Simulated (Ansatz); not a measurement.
# Tc of Al (Fm-3m) from its phonons

Aim: the phonon-mediated transition temperature of Al (Fm-3m) at ambient pressure, over a range of μ*. The cell shown first is a relaxed one, from steps not shown here.

Method: DFT PBE, scalar-relativistic, plane waves, PAW, in Ansatz 0.2.0.

The experiments to compare with:

For Al (bulk crystal), “List of superconductors” (2026, Wikipedia's table of superconducting elements, as read in December) quotes earlier work: superconducting transition temperature (bulk, normal pressure) 1.2 K.

Most raw output is cut from this account.

### Step 1. The cell after earlier relaxation steps

Symmetry: Fm-3m, No. 225, cubic system. Conventional cell: a = 4.044 Å, b = 4.044 Å, c = 4.044 Å, α = 90.00°, β = 90.00°, γ = 90.00°. Nearest to Al lie 12 Al at 2.86 Å.

### Step 2. Coupling and resistivity: q 3×3×3, k 9×9×9, scattering 16×16×16

The run that gives the couplings also evaluates McMillan's and Allen and Dynes's formulas and, where asked, the Eliashberg equations, over a range of μ*.

Contents of input.yaml:

```yaml
crystal:
  lattice:
    - [0.0, 2.0221356536, 2.0221356536]
    - [2.0221356536, 0.0, 2.0221356536]
    - [2.0221356536, 2.0221356536, 0.0]
  atoms:
    - { symbol: Al, position: [0.0, 0.0, 0.0] }
kpoints:
  mp_grid: { grid: [9, 9, 9] }
hamiltonian:
  xc: pbe
scf:
  occupations: { method: methfessel_paxton, width: 0.2 }
output:
  eigenvalues: true
phonons:
  method: dfpt
  qmesh: [3, 3, 3]
  temperatures: { t_max: 1000, t_step: 50 }
  qpath:
    path:
      - [[0.0, 0.0, 0.0], [0.5, 0.0, 0.5], [0.625, 0.25, 0.625]]
      - [[0.375, 0.375, 0.75], [0.0, 0.0, 0.0], [0.5, 0.5, 0.5], [0.5, 0.25, 0.75], [0.5, 0.0, 0.5]]
    npoints: 10
  electrical_resistivity:
    mesh: [16, 16, 16]
    temperatures: [20.0, 50.0, 80.0, 100.0, 150.0, 200.0, 273.0, 300.0, 400.0, 500.0, 600.0, 800.0]
  superconductivity: { mesh: [16, 16, 16] }
```

Started as:

```bash
$ ansatz run input.yaml --threads 4 --pin off --max-ram 10240MiB --backend cpu --events-out ev --progress --plain --runs-dir out
```

It took 48 s on 4 threads of Intel Xeon Platinum 8375C at 2.90GHz (Ice Lake), shared host; peak memory 1.7 GiB; 2.9 min of CPU time.

Numbers from this step:

```
volume per atom                                                                : 16.54 Å³
metallic on mesh                                                               : yes
gap on the k-mesh                                                              : 0 eV
zero point energy                                                              : 0.03753 eV/cell
share of imaginary modes in the plain interpolation between solved wavevectors : 0
highest frequency, solved or plainly interpolated                              : 317.4 cm⁻¹
Debye temperature (second moment)                                              : 392 K
resistivity at 300 K                                                           : 2.403 μΩ cm
coupling constant λ                                                            : 0.4131
density of states at the Fermi level                                           : 0.1908 states/eV a spin and cell
log mean phonon energy ħω_log                                                  : 24.32 meV
transport coupling constant λ_tr                                               : 0.3354, 0.3354, 0.3354 (xx, yy, zz)
Drude plasma energy                                                            : 12.36, 12.36, 12.36 eV (xx, yy, zz)
resistivity times mean free path                                               : 5.24, 5.24, 5.24 × 10⁻¹⁶ Ω m² (xx, yy, zz)
second-moment phonon energy ħω₂                                                : 27.61 meV
coupling λ by branch                                                           : 0.0926, 0.121, 0.199 (branches by rank of frequency)
```

An empty cell: under 1 mK by a formula, or no transition down to the floor of the Eliashberg search. Transition temperatures:

```tsv
μ*	McMillan Tc (K)	Allen–Dynes Tc (K)	isotropic Fermi-surface Tc (K)	isotropic full bandwidth Tc (K)	anisotropic Fermi-surface Tc (K)	anisotropic full bandwidth Tc (K)	anisotropic narrow window Tc (K)
0.08	2.14	2.17	1.99	1.99	2.09	2.09	2.09
0.1	1.42	1.44	1.28	1.28	1.36	1.36	1.36
0.12	0.869	0.881	0.758	0.758	0.828	0.828	0.828
0.13	0.655	0.665	0.564	0.564	0.625	0.625	0.625
0.14	0.48	0.486	0.407	0.408	0.46	0.46	0.46
0.16	0.23	0.233	0.192	0.192	0.228	0.228	0.228
0.2	0.0268	0.0271	-	-	-	-	-
```

### Step 3. Resistivity: q 4×4×4, k 12×12×12, scattering 20×20×20

The next rung changes the q mesh, which sets the reach of the force constants and couplings; the k mesh of the density and its response; the scattering mesh, which samples the Fermi surface.

input.yaml, the sections that differ from step 2:

```yaml
kpoints:
  mp_grid: { grid: [12, 12, 12] }
phonons:
  method: dfpt
  qmesh: [4, 4, 4]
  temperatures: { t_max: 1000, t_step: 50 }
  qpath:
    path:
      - [[0.0, 0.0, 0.0], [0.5, 0.0, 0.5], [0.625, 0.25, 0.625]]
      - [[0.375, 0.375, 0.75], [0.0, 0.0, 0.0], [0.5, 0.5, 0.5], [0.5, 0.25, 0.75], [0.5, 0.0, 0.5]]
    npoints: 10
  electrical_resistivity:
    mesh: [20, 20, 20]
    temperatures: [20.0, 50.0, 80.0, 100.0, 150.0, 200.0, 273.0, 300.0, 400.0, 500.0, 600.0, 800.0]
  superconductivity: { mesh: [20, 20, 20] }
# crystal, hamiltonian, scf, output: as in step 2
```

The job ended after 1.7 min (4 threads; peak memory 2.2 GiB).

Numbers from this step:

```
zero point energy                                 : 0.03829 eV/cell
highest frequency, solved or plainly interpolated : 341.6 cm⁻¹
Debye temperature (second moment)                 : 399 K
resistivity at 300 K                              : 2.471 μΩ cm
coupling constant λ                               : 0.4343
density of states at the Fermi level              : 0.198 states/eV a spin and cell
log mean phonon energy ħω_log                     : 24.49 meV
transport coupling constant λ_tr                  : 0.3515, 0.3515, 0.3515 (xx, yy, zz)
Drude plasma energy                               : 12.48, 12.48, 12.48 eV (xx, yy, zz)
resistivity times mean free path                  : 5.088, 5.088, 5.088 × 10⁻¹⁶ Ω m² (xx, yy, zz)
second-moment phonon energy ħω₂                   : 27.76 meV
coupling λ by branch                              : 0.0957, 0.126, 0.213 (branches by rank of frequency)
```

An empty cell: under 1 mK by a formula, or no transition down to the floor of the Eliashberg search. Transition temperatures:

```tsv
μ*	McMillan Tc (K)	Allen–Dynes Tc (K)	isotropic Fermi-surface Tc (K)	isotropic full bandwidth Tc (K)	anisotropic Fermi-surface Tc (K)	anisotropic full bandwidth Tc (K)	anisotropic narrow window Tc (K)
0.08	2.68	2.73	2.51	2.51	2.63	2.63	2.63
0.1	1.85	1.88	1.68	1.68	1.78	1.78	1.78
0.12	1.19	1.21	1.05	1.05	1.13	1.13	1.13
0.13	0.931	0.945	0.804	0.805	0.882	0.882	0.882
0.14	0.708	0.718	0.603	0.604	0.671	0.671	0.671
0.16	0.374	0.379	0.312	0.312	0.36	0.361	0.361
0.2	0.0609	0.0616	-	-	-	-	-
```

### Step 4. Resistivity: q 6×6×6, k 18×18×18, scattering 24×24×24

input.yaml, the sections that differ from step 3:

```yaml
kpoints:
  mp_grid: { grid: [18, 18, 18] }
phonons:
  method: dfpt
  qmesh: [6, 6, 6]
  temperatures: { t_max: 1000, t_step: 50 }
  qpath:
    path:
      - [[0.0, 0.0, 0.0], [0.5, 0.0, 0.5], [0.625, 0.25, 0.625]]
      - [[0.375, 0.375, 0.75], [0.0, 0.0, 0.0], [0.5, 0.5, 0.5], [0.5, 0.25, 0.75], [0.5, 0.0, 0.5]]
    npoints: 10
  electrical_resistivity:
    mesh: [24, 24, 24]
    temperatures: [20.0, 50.0, 80.0, 100.0, 150.0, 200.0, 273.0, 300.0, 400.0, 500.0, 600.0, 800.0]
  superconductivity: { mesh: [24, 24, 24] }
# crystal, hamiltonian, scf, output: as in step 3
```

Wall time 8.7 min (4 threads); peak memory 4.9 GiB.

This step gave:

```yaml
zero_point_energy: 0.03794 eV/cell
highest_frequency_solved_or_plainly_interpolated: 315.9 cm⁻¹
debye_temperature_second_moment: 396 K
resistivity_at_300_k: 2.51 μΩ cm
coupling_constant_lambda: 0.4401
density_of_states_at_the_fermi_level: 0.2033 states/eV a spin and cell
log_mean_phonon_energy_omega_log: 24.2 meV
transport_coupling_constant_lambda_tr: 0.36, 0.36, 0.36 (xx, yy, zz)
drude_plasma_energy: 12.54, 12.54, 12.54 eV (xx, yy, zz)
resistivity_times_mean_free_path: 4.996, 4.996, 4.996 × 10⁻¹⁶ Ω m² (xx, yy, zz)
second_moment_phonon_energy_omega: 27.61 meV
coupling_lambda_by_branch: 0.098, 0.131, 0.211 (branches by rank of frequency)
```

An empty cell: under 1 mK by a formula, or no transition down to the floor of the Eliashberg search. Transition temperatures:

```tsv
μ*	McMillan Tc (K)	Allen–Dynes Tc (K)	isotropic Fermi-surface Tc (K)	isotropic full bandwidth Tc (K)	anisotropic Fermi-surface Tc (K)	anisotropic full bandwidth Tc (K)	anisotropic narrow window Tc (K)
0.08	2.79	2.85	2.61	2.61	2.74	2.74	2.74
0.1	1.95	1.98	1.76	1.76	1.87	1.87	1.87
0.12	1.28	1.3	1.12	1.12	1.21	1.21	1.21
0.13	1	1.02	0.863	0.863	0.946	0.946	0.945
0.14	0.768	0.78	0.653	0.653	0.725	0.725	0.725
0.16	0.415	0.421	0.344	0.345	0.398	0.398	0.398
0.2	0.073	0.0738	-	-	-	-	-
```

The Eliashberg function α²F by phonon energy; read off at these points:

```tsv
phonon energy (meV)	α²F	α²F tr
1.0	0	0
2.0	5.1e-4	2.0e-4
3.0	0.00228	0.00108
4.0	0.00366	0.00236
5.0	0.00590	0.00417
6.0	0.00874	0.00633
7.0	0.0118	0.00884
8.0	0.0148	0.0118
9.0	0.0179	0.0147
10.0	0.0217	0.0185
11.0	0.0258	0.0230
12.0	0.0297	0.0275
13.0	0.0345	0.0326
14.0	0.0404	0.0390
15.0	0.0478	0.0476
16.0	0.0586	0.0601
17.0	0.0979	0.117
18.0	0.129	0.163
19.0	0.145	0.179
20.0	0.162	0.192
21.0	0.177	0.200
22.0	0.187	0.201
23.0	0.209	0.212
23.8	0.252	0.248
24.0	0.227	0.215
25.0	0.181	0.151
26.0	0.170	0.130
27.0	0.170	0.125
28.0	0.187	0.132
29.0	0.206	0.141
30.0	0.224	0.148
31.0	0.234	0.152
31.2	0.235	0.152
32.0	0.219	0.137
33.0	0.183	0.108
34.0	0.326	0.198
35.0	0.654	0.399
35.8	0.708	0.439
36.0	0.699	0.433
37.0	0.382	0.228
38.0	0.236	0.144
39.0	0.0822	0.0512
```

Anisotropic full-bandwidth solution, weighted at the Fermi level. Gaps:

```tsv
mu*	T (K)	mean gap (meV)	5 % (meV)	95 % (meV)	mean Z
0.1	0.468	0.28	0.239	0.328	1.44
0.1	0.936	0.267	0.229	0.314	1.44
0.1	1.4	0.216	0.185	0.253	1.44
0.1	1.69	0.146	0.125	0.171	1.44
0.13	0.236	0.14	0.118	0.168	1.44
0.13	0.473	0.134	0.113	0.16	1.44
0.13	0.709	0.108	0.0909	0.129	1.44
0.13	0.851	0.0729	0.0615	0.0874	1.44
0.16	0.0994	0.0583	0.0477	0.072	1.44
0.16	0.199	0.0556	0.0454	0.0686	1.44
0.16	0.298	0.0448	0.0366	0.0552	1.44
0.16	0.358	0.0302	0.0248	0.0373	1.44
```

Table of dTc/da2F by phonon energy:

```tsv
phonon energy (meV)	dTc/da2F (K/meV)
2	-
3	4.38
4	3.81
5	3.38
6	3.04
7	2.76
8	2.53
9	2.34
10	2.18
11	2.03
12	1.91
13	1.79
14	1.70
15	1.61
16	1.53
17	1.45
18	1.39
19	1.32
20	1.27
21	1.21
22	1.17
23	1.12
24	1.08
25	1.04
26	0.999
27	0.969
28	0.936
29	0.906
30	0.876
31	0.849
32	0.823
33	0.799
34	0.776
35	0.754
36	0.733
37	0.713
38	0.694
39	0.676
```

Table of share of the Fermi-level states by lambda of a state:

```tsv
lambda of a state	share of the Fermi-level states
0.3590	0.008
0.3680	0
0.3780	0.0221
0.3870	0.0929
0.3970	0.123
0.4060	0.0643
0.4160	0.103
0.4250	0.0732
0.4350	0.0682
0.4440	0.0582
0.4540	0.0831
0.4630	0.0354
0.4730	0.0481
0.4820	0.0533
0.4920	0.0216
0.5010	0.0302
0.5110	0.0568
0.5200	0.0208
0.5300	0.0128
0.5390	0.0039
0.5490	0.0202
0.5580	1.0e-4
0.5680	0
0.5770	0
```

Twice the integral of α²F/ω over this curve gives λ = 0.44, half of it from below 27.2 meV. Distinct peaks of the Eliashberg function α²F (α²F) stand at 23.8 and 35.8 meV; the one at 35.8 meV is strongest.

### Step 5. Summary of results

```json
{"meshes": "q 6×6×6, k 18×18×18, scattering 24×24×24", "coupling constant λ": "0.440", "log mean phonon energy ħω_log": "24.2 meV", "Allen–Dynes Tc at μ* = 0.1": "1.98 K", "Allen–Dynes Tc at μ* = 0.13": "1.02 K", "anisotropic Eliashberg Tc at μ* = 0.1": "1.87 K", "anisotropic Eliashberg Tc at μ* = 0.13": "0.946 K"}
```

What this shows: In the last run (PBE, q 6×6×6, k 18×18×18, scattering 24×24×24), with λ = 0.44 and ħω_log = 24.2 meV, Tc at μ* = 0.13 is 1 K by McMillan's formula, 1.0 K by Allen and Dynes's and 0.95 K by the anisotropic Eliashberg equations. Allen and Dynes's formula meets the measured 1.2 K at μ* near 0.12. Raising μ* from 0.10 to 0.16 lowers the Allen–Dynes value from 2.0 to 0.42 K. The mean gap at a quarter of Tc gives 2Δ/k_B Tc = 3.43, against 3.53 in weak-coupling theory. The gap spreads from 0.12 to 0.17 meV over nine tenths of the Fermi surface. By the run's own test λ is not converged in the fine mesh: it moves by 10 % between the two finest. The run's transport test calls it not converged in the mesh; ρ(300 K) moves by 7 % in the component that moves most. λ of these runs moves by 0 to 10 % between their two finest meshes, and Tc by more, so small gaps between the runs or to the measured value rank nothing. Over the runs, λ takes the values 0.413, 0.434 and 0.440, in the order shown. μ* is a typed number, phonons are harmonic, and spin fluctuations are left out; at μ* = 0.13 McMillan's formula turns 1 % in λ into about 6.4 % in Tc.

Calculation against experiment:

```
                                                   quantity  measured  Allen–Dynes, PBE, q 3×3×3, fine 16×16×16  Eliashberg, PBE, q 3×3×3, fine 16×16×16  Allen–Dynes, PBE, q 4×4×4, fine 20×20×20  Eliashberg, PBE, q 4×4×4, fine 20×20×20  Allen–Dynes, PBE, q 6×6×6, fine 24×24×24  Eliashberg, PBE, q 6×6×6, fine 24×24×24
superconducting transition temperature (μ* = 0.13) (kelvin)       1.2                            0.67 (-44.6 %)                           0.62 (-47.9 %)                            0.94 (-21.3 %)                           0.88 (-26.5 %)                            1.02 (-15.0 %)                           0.95 (-21.2 %)
```

Measured values from Wikipedia's table of superconducting elements, as read in December (2026).

How well it matches: For the superconducting transition temperature, of the levels listed nearest comes Allen–Dynes, PBE, q 6×6×6, fine 24×24×24 (-15.0 %, fair agreement) and farthest Eliashberg, PBE, q 3×3×3, fine 16×16×16 (-47.9 %, a clear miss). Limits of convergence are named above.

[Logs are printed without paths, hosts, clocks, repeated set-up lines and the standing remarks that a program may print on its own settings, such as how far it seeks lower states.]

[Hosts, paths, dates, database ids (printed as entryN), source tags and the programs' standing remarks are cut or masked in the printed files.]
